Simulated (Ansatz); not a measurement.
# What CsSbSe3 (model cell, started as cubic perovskite with Sb in the octahedra) distorts into

Which phase does CsSbSe3 (model cell, started as cubic perovskite with Sb in the octahedra) fall into along its unstable mode, and how much energy does it gain?

Calculated with Ansatz 0.2.0; DFT PBEsol, scalar-relativistic, plane waves, PAW; PAW set soft_1.

The structure was built from a prototype and need not be the compound's stable phase.

## (1) The structure

The structure is cubic, space group Pm-3m (No. 221). The conventional cell has a = 5.382 Å, b = 5.382 Å, c = 5.382 Å, α = 90.00°, β = 90.00°, γ = 90.00°. Nearest to Cs lie 12 Se at 3.81 Å. Sb has 6 Se at 2.69 Å nearest. Se has 2 Sb at 2.69 Å and 4 Cs at 3.81 Å nearest. Farther neighbours and most contacts between anions are not listed.

## (2) The dispersion

The cell comes from relaxations at this level that are not shown. Stability and thermal properties need the whole zone. Linear response on a 2×2×2 q mesh gives force constants as far as a supercell of that size would.

File input.yaml:

```yaml
crystal:
  lattice:
    - [5.3818518704, 0.0, 0.0]
    - [0.0, 5.3818518704, 0.0]
    - [0.0, 0.0, 5.3818518704]
  atoms:
    - { symbol: Cs, position: [0.0, 0.0, 0.0] }
    - { symbol: Sb, position: [0.5, 0.5, 0.5] }
    - { symbol: Se, position: [0.5, 0.5, 0.0] }
    - { symbol: Se, position: [0.5, 0.0, 0.5] }
    - { symbol: Se, position: [0.0, 0.5, 0.5] }
kpoints:
  mp_grid: { grid: [8, 8, 8] }
hamiltonian:
  xc: pbesol
  pseudopotentials: { kind: paw, azcp: { folder: soft_1 }, xc_functional: pbe }
scf:
  occupations: { method: methfessel_paxton, width: 0.2 }
output:
  eigenvalues: true
phonons:
  method: dfpt
  qmesh: [2, 2, 2]
  temperatures: { t_max: 1000, t_step: 50 }
  qpath:
    path:
      - [[0.0, 0.0, 0.0], [0.0, 0.5, 0.0], [0.5, 0.5, 0.0], [0.0, 0.0, 0.0], [0.5, 0.5, 0.5], [0.0, 0.5, 0.0]]
      - [[0.5, 0.5, 0.5], [0.5, 0.5, 0.0]]
    npoints: 10
```

On the command line:

```console
$ ansatz run input.yaml --threads 8 --pin off --max-ram 16384MiB --backend cpu --events-out ev --progress --plain --runs-dir out
```

Numbers of over 12 decimals in the logs are rounded to 6 here.

What it wrote:

```text
Engine: ansatz 0.2.0, aarch64-unknown-linux-gnu
Pseudopotentials: kind: paw
Pseudopotential: Cs, paw, valence charge 9, recommended cutoff 420 eV (normal), soft_1/Cs.paw.azcp
Pseudopotential: Sb, paw, valence charge 15, recommended cutoff 420 eV (normal), soft_1/Sb.paw.azcp
Pseudopotential: Se, paw, valence charge 16, recommended cutoff 420 eV (normal), soft_1/Se.paw.azcp
Functional definition: PBEsol
  exchange = pbesol_x
  correlation = pbesol_c
Crystal: 5 atoms, lattice volume = 155.882 Å³
Basis set: ecut = 420 eV, 2969 PW (Γ), exchange–correlation on 72×72×72 points (8 copies of the dense FFT grid, shifted against one another)
Bands: 44, of which v1, the nominal top of the filled ones, is band 36 counted from 1 (35 counted from 0)
Symmetry: 48 space group operations
k-points: 35 of 512
Non-local potential: Cs, projectors of the file, l = 0: 3, l = 1: 2, l = 2: 2, l = 3: 2
Non-local potential: Sb, projectors of the file, l = 0: 2, l = 1: 2, l = 2: 2, l = 3: 1
Non-local potential: Se, projectors of the file, l = 0: 2, l = 1: 2, l = 2: 3, l = 3: 1
PAW form: soft (Blöchl's): semilocal exchange-correlation on the pseudo side does not see the compensation charge
PAW frozen core: Cs, regenerated for the run's functional, and the local potential with it (the file was generated under x = pbe(κ = 0.804, μ = 0.219515), c = pbe(β = 0.066725))
PAW frozen core: Sb, regenerated for the run's functional, and the local potential with it (the file was generated under x = pbe(κ = 0.804, μ = 0.219515), c = pbe(β = 0.066725))
PAW frozen core: Se, regenerated for the run's functional, and the local potential with it (the file was generated under x = pbe(κ = 0.804, μ = 0.219515), c = pbe(β = 0.066725))
PAW one-centre angular grid: Cs, 194 points (default); XC on 64 Gauss nodes
PAW one-centre angular grid: Sb, 590 points (default); XC on 64 Gauss nodes
PAW one-centre angular grid: Se, 590 points (default); XC on 64 Gauss nodes
Initial density: superposition of atomic densities (chi_scale 0.1, normalization cell, long waves kept (reshape's long-wave potential 0.00 eV rms))
Initial wavefunctions: pseudopotential atomic-orbital guess
Functional: x = pbesol(κ = 0.804, μ = 0.123457), c = pbesol(β = 0.046)
SCF iter   1: F=—  HF=-28269.915602 eV  |F-HF|=—  |Δ(HF+E_count)|=         —  Δρ=3.03e-2  dr2=3.71e0  ethr=3.10e-3  ⟨swp⟩=8.1  Hψ=6602  notcnv=0
preconditioner: auto → LDOS  [metal: Δε(μ)=0.078 eV  Ē_g=9.919 eV  σ=0.200 eV  W_gap=0.32  n_scr=32 (ndim 8)  ℏωp=16.3 eV  f_vac=0.024  D(μ)=3.85/eV (n_scr^D=26)  β→1.0]
SCF iter   2: F=—  HF=-28268.346026 eV  |F-HF|=—  |Δ(HF+E_count)|=    1.57e0  S|Δr|=    0.00e0  Δρ=1.18e-2  dr2=2.24e-1  ethr=3.10e-3  ⟨swp⟩=4.1  Hψ=2859  notcnv=0  defer=68
SCF iter   3: F=—  HF=-28268.293604 eV  |F-HF|=—  |Δ(HF+E_count)|=   5.24e-2  S|Δr|=    0.00e0  Δρ=2.41e-3  dr2=1.20e-2  ethr=3.10e-4  ⟨swp⟩=2.1  Hψ=3175  notcnv=0  defer=67
SCF iter   4: F=—  HF=-28268.286106 eV  |F-HF|=—  |Δ(HF+E_count)|=   7.50e-3  S|Δr|=    0.00e0  Δρ=5.91e-4  dr2=6.08e-4  ethr=1.67e-5  ⟨swp⟩=2.0  Hψ=2878  notcnv=0  defer=67
SCF iter   5: F=—  HF=-28268.286030 eV  |F-HF|=—  |Δ(HF+E_count)|=   7.61e-5  S|Δr|=    0.00e0  Δρ=1.98e-4  dr2=8.97e-5  ethr=8.45e-7  ⟨swp⟩=2.0  Hψ=2730  notcnv=0  defer=67
SCF iter   6: F=—  HF=-28268.286060 eV  |F-HF|=—  |Δ(HF+E_count)|=   2.97e-5  S|Δr|=    0.00e0  Δρ=6.32e-5  dr2=7.58e-6  ethr=1.25e-7  ⟨swp⟩=3.0  Hψ=3027  notcnv=0  defer=67
SCF iter   7: F=—  HF=-28268.286063 eV  |F-HF|=—  |Δ(HF+E_count)|=   3.05e-6  S|Δr|=    0.00e0  Δρ=1.22e-5  dr2=2.67e-7  ethr=1.05e-8  ⟨swp⟩=2.0  Hψ=2205  notcnv=0  defer=67
SCF iter   8: F=—  HF=-28268.286063 eV  |F-HF|=—  |Δ(HF+E_count)|=   2.08e-7  S|Δr|=    0.00e0  Δρ=1.79e-6  dr2=3.66e-9  ethr=3.71e-10  ⟨swp⟩=2.3  Hψ=2622  notcnv=0  defer=67
SCF iter   9: F=—  HF=-28268.286063 eV  |F-HF|=—  |Δ(HF+E_count)|=   2.23e-9  S|Δr|=    0.00e0  Δρ=3.40e-7  dr2=1.46e-10  ethr=5.08e-12  ⟨swp⟩=2.0  Hψ=2558  notcnv=0  defer=67
SCF iter  10: F=-28268.286063 eV  HF=-28268.286063 eV  |F-HF|=1.82e-11  |Δ(HF+E_count)|=  2.07e-10  S|Δr|=    0.00e0  Δρ=4.81e-8  dr2=4.17e-12  ethr=1.00e-12  ⟨swp⟩=14.7  Hψ=9280  notcnv=0
SCF 1 converged in 10 iterations: F = -28268.286063 eV  dr2 = 4.17e-12
  greatest PAW one-centre occupation: 1.000 electrons in one spin orbital (limit 2), on the Se atom at site 4 (counted from 0), in its partial waves of l = 2
Initial density: read from a saved state, or passed on in memory by an earlier SCF of this step, an earlier step, the calling program or the single point that the run made first
iter 1 solved again at ethr=1.91e-7 eV; its pass at ethr=3.10e-3 eV (dr2=1.38e-4 eV) is discarded
SCF iter   1: F=—  HF=-28268.286065 eV  |F-HF|=—  |Δ(HF+E_count)|=         —  Δρ=4.18e-7  dr2=2.42e-10  ethr=1.91e-7  ⟨swp⟩=3.3  Hψ=10367  notcnv=0
eigensolver tolerance schedule: the retry pair's looser diagonalisation over-reported the residual by 568886.87 of it (diagonalisation noise at an unbounded share of the residual, at the tolerance the schedule requests for it); recorded, not acted on — ethr = c·dr2/N_el stays at c = 1.0e-1
preconditioner: auto → LDOS  [metal: Δε(μ)=0.004 eV  Ē_g=10.031 eV  σ=0.200 eV  W_gap=0.02  n_scr=32 (ndim 8)  ℏωp=16.3 eV  f_vac=0.038  D(μ)=4.27/eV (n_scr^D=26)  β→1.0]
SCF iter   2: F=—  HF=-28268.286063 eV  |F-HF|=—  |Δ(HF+E_count)|=   1.97e-6  S|Δr|=    0.00e0  Δρ=4.18e-7  dr2=2.62e-10  ethr=1.00e-12  ⟨swp⟩=4.2  Hψ=4632  notcnv=0
SCF iter   3: F=—  HF=-28268.286063 eV  |F-HF|=—  |Δ(HF+E_count)|=  9.46e-11  S|Δr|=    0.00e0  Δρ=2.13e-7  dr2=5.71e-11  ethr=1.00e-12  ⟨swp⟩=3.0  Hψ=2880  notcnv=0
SCF iter   4: F=—  HF=-28268.286063 eV  |F-HF|=—  |Δ(HF+E_count)|=  7.28e-12  S|Δr|=    0.00e0  Δρ=1.36e-7  dr2=2.32e-11  ethr=1.00e-12  ⟨swp⟩=1.0  Hψ=1540  notcnv=0
SCF iter   5: F=-28268.286063 eV  HF=-28268.286063 eV  |F-HF|=1.46e-11  |Δ(HF+E_count)|=    0.00e0  S|Δr|=    0.00e0  Δρ=7.08e-8  dr2=6.47e-12  ethr=1.00e-12  ⟨swp⟩=3.5  Hψ=4830  notcnv=0
SCF 2 converged in 5 iterations: F = -28268.286063 eV  dr2 = 6.47e-12
phonons: the bands overlap, so this run is a metal and interpolates without the dipole-dipole term. If the crystal is really an insulator or semiconductor, its LO-TO splitting is missing
NSCF: frozen V_eff on 35 k-points
NSCF: frozen V_eff on 125 k-points
DFPT response loops at q = (0, 0, 0) (fractional): preconditioner auto → Kerker (q_TF=auto, 2.399 Å⁻¹) (partly filled bands, converged f_vac=0.038); β = 1.00, the filter's whole step (`scf.mixing.beta` (0.50) is not read by the response loops under this deck's `scf.mixing.preconditioner`; to damp them name `kerker` or `kerker_dos`, under which they read `scf.mixing.beta`, and type it under 1.00, their step now; both keys bind the ground state too); Broyden in place of MSR1
NSCF: frozen V_eff on 250 k-points
DFPT response loops at q = (0, 0, -0.5) (fractional): mixed as the last ones told, above
NSCF: frozen V_eff on 250 k-points
DFPT response loops at q = (0, -0.5, -0.5) (fractional): mixed as the last ones told, above
NSCF: frozen V_eff on 250 k-points
DFPT response loops at q = (-0.5, -0.5, -0.5) (fractional): mixed as the last ones told, above
SCF converged after 10 iterations
Stability not checked: this state was not tested for a lower state beside it, because cold or Methfessel-Paxton smearing, or corrected tetrahedra, fill the levels in a way that the test cannot read (fill_not_monotonic; see scf.lower_state_search)
Free energy (F): -28268.286063 eV
Harris-Foulkes:  -28268.286063 eV  (|F-HF|=1.82e-11)
Internal energy: -28268.291537 eV  (E = F + TS)
E sigma→0 (E₀):  -28268.287432 eV
Entropy (-TS):   0.005474 eV (1.095 meV/atom)
Fermi energy:    6.202069 eV
--- Per-component energies (eV) ---
  E_band       = -1450.853443
  E_kinetic    = 638.511276
  E_local      = -11211.535632  (includes V_loc(G=0)·N_el)
  E_nonlocal   = -642.268341
  E_hartree    = 5598.393738
  E_xc         = -529.254816
  E_vxc        = -498.309736  (∫ρ·V_xc dr)
  E_paw        = -15704.248959  (= ΣΔE_a)
  E_vpaw       = -934.037462  (= ΣTr[D̂ρ^β])
  E_aug_tail   = -0.001098  (compensation charges beyond the density's cutoff)
  E_ewald      = -6421.389080
  E_core_change = 3.501375  (= ΣΔE_core)
  E_smearing   = 0.005474  (= −TS)
  E_closure    = -0.000000  (closes the sum)
  Σ components = -28268.286063   (vs F -28268.286063, Δ=0.00e0)
--- Band table (eV; the first three rows and the last of 35) ---
  k-point 0: bands = [... 32 lower, 5.5994, 5.5994, 5.9322, 5.9322, 5.9322, 10.5422, 10.6744, 10.6744, ... 4 higher]
  k-point 1: bands = [... 32 lower, 5.5354, 5.5354, 5.8304, 5.8718, 5.8718, 10.8108, 10.8250, 10.9024, ... 4 higher]
  k-point 2: bands = [... 32 lower, 5.3849, 5.3849, 5.6739, 5.7411, 5.7411, 10.9344, 11.1713, 11.3238, ... 4 higher]
  k-point 34: bands = [... 32 lower, 5.1016, 6.6811, 6.6811, 6.6811, 6.9566, 6.9566, 6.9566, 8.8366, ... 4 higher]
--- Phonons (Γ-DFPT): 4 representative perturbations + reference (Σ response iterations 12) ---
  ASR residual: 2.033e-4 → 0.000e0 eV/Å²; symmetrization residual: 2.284e-5 eV/Å²
  ASR residual per site (eV/Å²): 5.86e-5 9.45e-5 2.03e-4 2.03e-4 2.03e-4
  Γ frequencies (cm⁻¹): -65.66 -65.66 -65.66 0.00 0.00 0.00 17.45 17.45 17.45 65.69 65.69 65.69 96.85 96.85 96.85
--- Phonons (arbitrary-q DFPT): 4 irreducible q on the 2×2×2 mesh ---
  q = [0.0000, 0.0000, 0.0000] (star 1, of the zone-centre solve; hermiticity 2.38e-5, symmetrization 4.33e-11): -65.66 -65.66 -65.66 -0.00 0.00 0.00 17.45 17.45 17.45 65.69 65.69 65.69 96.85 96.85 96.85
  q = [0.0000, 0.0000, -0.5000] (star 3, 9 solved perturbations in 975 linear systems a pass and spin channel, the states on 125 of 512 k-point pairs; hermiticity 4.95e-6, symmetrization 1.05e-7): -67.88 -63.39 -49.73 -49.73 -42.90 -42.90 38.82 38.82 54.01 59.13 59.13 106.59 106.59 129.25 142.72
  q = [0.0000, -0.5000, -0.5000] (star 3, 9 solved perturbations in 975 linear systems a pass and spin channel, the states on 125 of 512 k-point pairs; hermiticity 1.02e-5, symmetrization 1.24e-7): -65.40 -65.40 -34.52 -34.35 -34.35 -6.31 32.50 50.38 58.89 58.89 110.91 131.46 131.46 134.31 152.67
  q = [-0.5000, -0.5000, -0.5000] (star 1, 4 solved perturbations in 350 linear systems a pass and spin channel, the states on 125 of 512 k-point pairs; hermiticity 1.66e-6, symmetrization 5.10e-8): -57.53 -57.53 -57.53 33.60 33.60 33.60 61.24 61.24 61.24 132.35 132.35 132.35 134.07 134.07 165.47
  sum rule: each row above includes the acoustic sum rule's correction from the zone centre's row sums; it moved no ω² by more than (0.84 cm⁻¹)²
  mesh force constants: q→R imaginary residual 5.22e-18; ASR residual 2.033e-4 → 0.000e0 eV/Å²; symmetrization residual 5.329e-15 eV/Å²
  interpolated dispersion: 62 rows × 15 modes
  density of states and harmonic sums: on the 12×12×12 q-mesh, interpolated from the force constants of a 2×2×2 supercell (no non-analytic term)
  largest difference from the sums on the solved wave vectors: F 7.66e-3 eV, S 1.58e-5 and C_V 8.80e-6 eV/K
  zero-point energy: 0.050538 eV/cell   skipped modes (ω ≤ 0): 453, of them read as no rigid motion or as one in doubt: 450 (5.529e0 modes/cell left out, lowest -67.88 cm⁻¹)   left out of the sums: 3.69e-1 of the cell's modes: C_V's classical limit lies that fraction below 3 k_B per atom; for a crystal, a wire or a layer, F and S can be off by more, and a phonons.interpolated_qmesh denser along its periods is the remedy for the sampling
```

The job ended after 4.2 min (8 threads of Arm Neoverse V2, shared host; peak memory 2.5 GiB).

In the SCF lines HF is the Harris–Foulkes energy and dr2 the Hartree energy of the density residual, in eV; the loop may stop once dr2 is under the threshold and the program's other checks hold. Hψ counts applications of the Hamiltonian.

Numbers from this step:

```
volume per atom                                         : 31.18 Å³
gap on the k-mesh                                       : 0 eV
sum-rule residual before enforcement                    : 2.03e-4 eV/Å²
lowest frequency on the path                            : -67.88 cm⁻¹
point group                                             : m-3m
highest frequency on the path or at a solved wavevector : 165.5 cm⁻¹
highest optical mode at the zone centre (no LO-TO term) : 96.85 cm⁻¹
lowest optical zone-centre mode                         : -65.66 cm⁻¹
lowest mode on the q mesh (acoustic modes at Γ apart)   : -67.88 cm⁻¹
```

Frequencies (cm⁻¹) solved at each irreducible wavevector; negative means imaginary. Frequencies by wavevector, by row:

| q in reciprocal lattice units | star | mode 1 | mode 2 | mode 3 | mode 4 | mode 13 | mode 14 | mode 15 |
| --- | --- | --- | --- | --- | --- | --- | --- | --- |
| 0 0 0 | 1 | -65.7 | -65.7 | -65.7 | 0 | 96.8 | 96.8 | 96.8 |
| 0 0 -0.5 | 3 | -67.9 | -63.4 | -49.7 | -49.7 | 106.6 | 129.2 | 142.7 |
| 0 -0.5 -0.5 | 3 | -65.4 | -65.4 | -34.5 | -34.4 | 131.5 | 134.3 | 152.7 |
| -0.5 -0.5 -0.5 | 1 | -57.5 | -57.5 | -57.5 | 33.6 | 134.1 | 134.1 | 165.5 |

Interpolated from a 2×2×2 q mesh. The phonon branches at the labelled points (cm⁻¹):

| point | branch 1 | branch 2 | branch 3 | branch 4 | branch 12 | branch 13 | branch 14 | branch 15 |
| --- | --- | --- | --- | --- | --- | --- | --- | --- |
| Γ | -66 | -66 | -66 | 0 | 66 | 97 | 97 | 97 |
| halfway | -62 | -60 | -60 | -43 | 89 | 102 | 102 | 123 |
| X | -68 | -63 | -50 | -50 | 107 | 107 | 129 | 143 |
| halfway | -66 | -51 | -51 | -44 | 108 | 126 | 130 | 146 |
| M | -65 | -65 | -34 | -34 | 132 | 132 | 134 | 153 |
| halfway | -58 | -56 | -55 | -45 | 91 | 105 | 122 | 130 |
| Γ | -66 | -66 | -66 | 0 | 66 | 97 | 97 | 97 |
| halfway | -55 | -55 | -52 | -33 | 92 | 123 | 123 | 137 |
| R | -58 | -58 | -58 | 34 | 132 | 134 | 134 | 166 |
| halfway | -58 | -55 | -55 | -28 | 124 | 128 | 131 | 150 |
| X | -68 | -63 | -50 | -50 | 107 | 107 | 129 | 143 |
| jump to R | -58 | -58 | -58 | 34 | 132 | 134 | 134 | 166 |
| halfway | -61 | -61 | -48 | -13 | 132 | 132 | 134 | 158 |
| M | -65 | -65 | -34 | -34 | 132 | 132 | 134 | 153 |

Symmetry leaves 4 wavevectors to solve. The lowest mode among them, the acoustic zeros apart, lies at q = (0, 0, -0.5) and is imaginary, 67.9i cm⁻¹, so the energy falls along it.

## (3) The mode frozen in, largest atomic shift 0 Å

The mode followed lies at Γ with frequency 65.7i cm⁻¹ and is 3-fold degenerate, one of the unstable modes though not the softest. At small amplitude the distorted cell has space group no. 38 by a symmetry search on the positions. The undistorted cell that holds it gives the zero of energy on the same k mesh.

input.yaml, the sections that differ from step 2:

```yaml
output:
  forces: true
  stress: true
  eigenvalues: true
# crystal, kpoints, hamiltonian, scf: as in step 2
# phonons: removed
```

What it wrote:

```text
[...]
Crystal: 5 atoms, lattice volume = 155.882 Å³
Basis set: ecut = 420 eV, 2969 PW (Γ), exchange–correlation on 72×72×72 points (8 copies of the dense FFT grid, shifted against one another)
Bands: 44, of which v1, the nominal top of the filled ones, is band 36 counted from 1 (35 counted from 0)
Symmetry: 48 space group operations
[...]
k-points: 35 of 512
[...]
k-point 0: bands = [... 32 lower, 5.5994, 5.5994, 5.9322, 5.9322, 5.9322, 10.5422, 10.6744, 10.6744, ... 4 higher]
  k-point 1: bands = [... 32 lower, 5.5354, 5.5354, 5.8304, 5.8718, 5.8718, 10.8108, 10.8250, 10.9024, ... 4 higher]
  k-point 2: bands = [... 32 lower, 5.3849, 5.3849, 5.6739, 5.7411, 5.7411, 10.9345, 11.1713, 11.3238, ... 4 higher]
  k-point 34: bands = [... 32 lower, 5.1016, 6.6811, 6.6811, 6.6811, 6.9567, 6.9567, 6.9567, 8.8367, ... 4 higher]
[key lines of the parts left out:]
SCF converged after 8 iterations
Free energy (F): -28268.286063 eV
Fermi energy:    6.202093 eV
P = ⅓ Tr σ = -0.0008 GPa (-0.008 kbar)
```

It took 2.1 s on 8 threads; peak memory 0.72 GiB; 15 s of CPU time.

Numbers from this step:

| Property | Result |
| --- | --- |
| pressure | -8.36e-4 GPa |
| energy from the undistorted cell | 0 meV/atom |

The run ends at a pressure of 0.00 GPa.

## (4) The mode frozen in, largest atomic shift 0.45 Å

The atoms are moved along the unstable eigenvector, the largest shift by 0.45 Å, with the cell fixed.

input.yaml, the sections that differ from step 3:

```yaml
crystal:
  lattice:
    - [5.3818518704, 0.0, 0.0]
    - [0.0, 5.3818518704, 0.0]
    - [0.0, 0.0, 5.3818518704]
  atoms:
    - { symbol: Cs, position: [0.0, 0.0149221336, 0.0149221336] }
    - { symbol: Sb, position: [0.5, 0.4408757321, 0.4408757321] }
    - { symbol: Se, position: [0.5, 0.546220466, -0.0263946879] }
    - { symbol: Se, position: [0.5, -0.0263946879, 0.546220466] }
    - { symbol: Se, position: [0.0, 0.546220466, 0.546220466] }
# kpoints, hamiltonian, scf, output: as in step 3
```

What it wrote:

```text
[...]
Crystal: 5 atoms, lattice volume = 155.882 Å³
Basis set: ecut = 420 eV, 2969 PW (Γ), exchange–correlation on 72×72×72 points (8 copies of the dense FFT grid, shifted against one another)
Bands: 44, of which v1, the nominal top of the filled ones, is band 36 counted from 1 (35 counted from 0)
Symmetry: 4 space group operations
[...]
k-points: 105 of 512 (time reversal used)
[...]
k-point 0: bands = [... 32 lower, 5.7044, 5.7580, 5.9722, 6.0543, 6.1580, 9.3252, 9.3504, 10.5436, ... 4 higher]
  k-point 1: bands = [... 32 lower, 5.6142, 5.6189, 5.8638, 6.0876, 6.0882, 9.5040, 9.5343, 10.7319, ... 4 higher]
  k-point 2: bands = [... 32 lower, 5.3981, 5.4188, 5.7600, 5.9484, 6.0324, 9.8376, 9.9699, 11.1336, ... 4 higher]
  k-point 104: bands = [... 32 lower, 5.3947, 6.4390, 6.5913, 6.7874, 6.8549, 7.6491, 8.4511, 8.8972, ... 4 higher]
[key lines of the parts left out:]
SCF converged after 9 iterations
Free energy (F): -28268.455502 eV
Fermi energy:    6.401730 eV
P = ⅓ Tr σ = -0.8082 GPa (-8.082 kbar)
```

It took 9.8 s on 8 threads; peak memory 0.89 GiB.

This step gave:

```
pressure                         : -0.8082 GPa
energy from the undistorted cell : -33.72 meV/atom
```

The energy, extrapolated to zero smearing, is -33.72 meV/atom against the undistorted cell.

The run ends at a pressure of -0.81 GPa, with forces up to 0.18 eV/Å.

## (5) Energy along the mode, all amplitudes (two of the runs are shown above)

An imaginary frequency means negative curvature, so the energy should fall and then rise again as anharmonic terms take over.

This step gave:

```
depth at the lowest point sampled  : 33.72 meV/atom
largest atomic shift at that point : 0.45 Å
```

Energy from the parent against largest atomic shift:

| largest atomic shift (Å) | energy from the parent (meV/atom) |
| --- | --- |
| 0.000 | 0 |
| 0.040 | -0.618 |
| 0.080 | -2.43 |
| 0.140 | -7.12 |
| 0.220 | -15.9 |
| 0.320 | -27.4 |
| 0.450 | -33.7 |
| 0.600 | -14.1 |

Displacement at unit largest shift by atom:

| atom | x (Å) | y (Å) | z (Å) | size |
| --- | --- | --- | --- | --- |
| Cs1 | 0.000 | 0.178 | 0.178 | 0.252 |
| Sb2 | 0.000 | -0.707 | -0.707 | 1.000 |
| Se3 | 0.000 | 0.553 | -0.316 | 0.637 |
| Se4 | 0.000 | -0.316 | 0.553 | 0.637 |
| Se5 | 0.000 | 0.553 | 0.553 | 0.782 |

The lowest of the steps tried is at 0.45 Å, 33.7 meV/atom below the parent; the bottom of the well need not coincide with a step.

(Part 1 of 3 ends here.)

[Logs are printed without paths, hosts, clocks, repeated set-up lines and the standing remarks that a program may print on its own settings, such as how far it seeks lower states.]

[Hosts, paths, dates, database ids (printed as entryN), source tags and the programs' standing remarks are cut or masked in the printed files.]
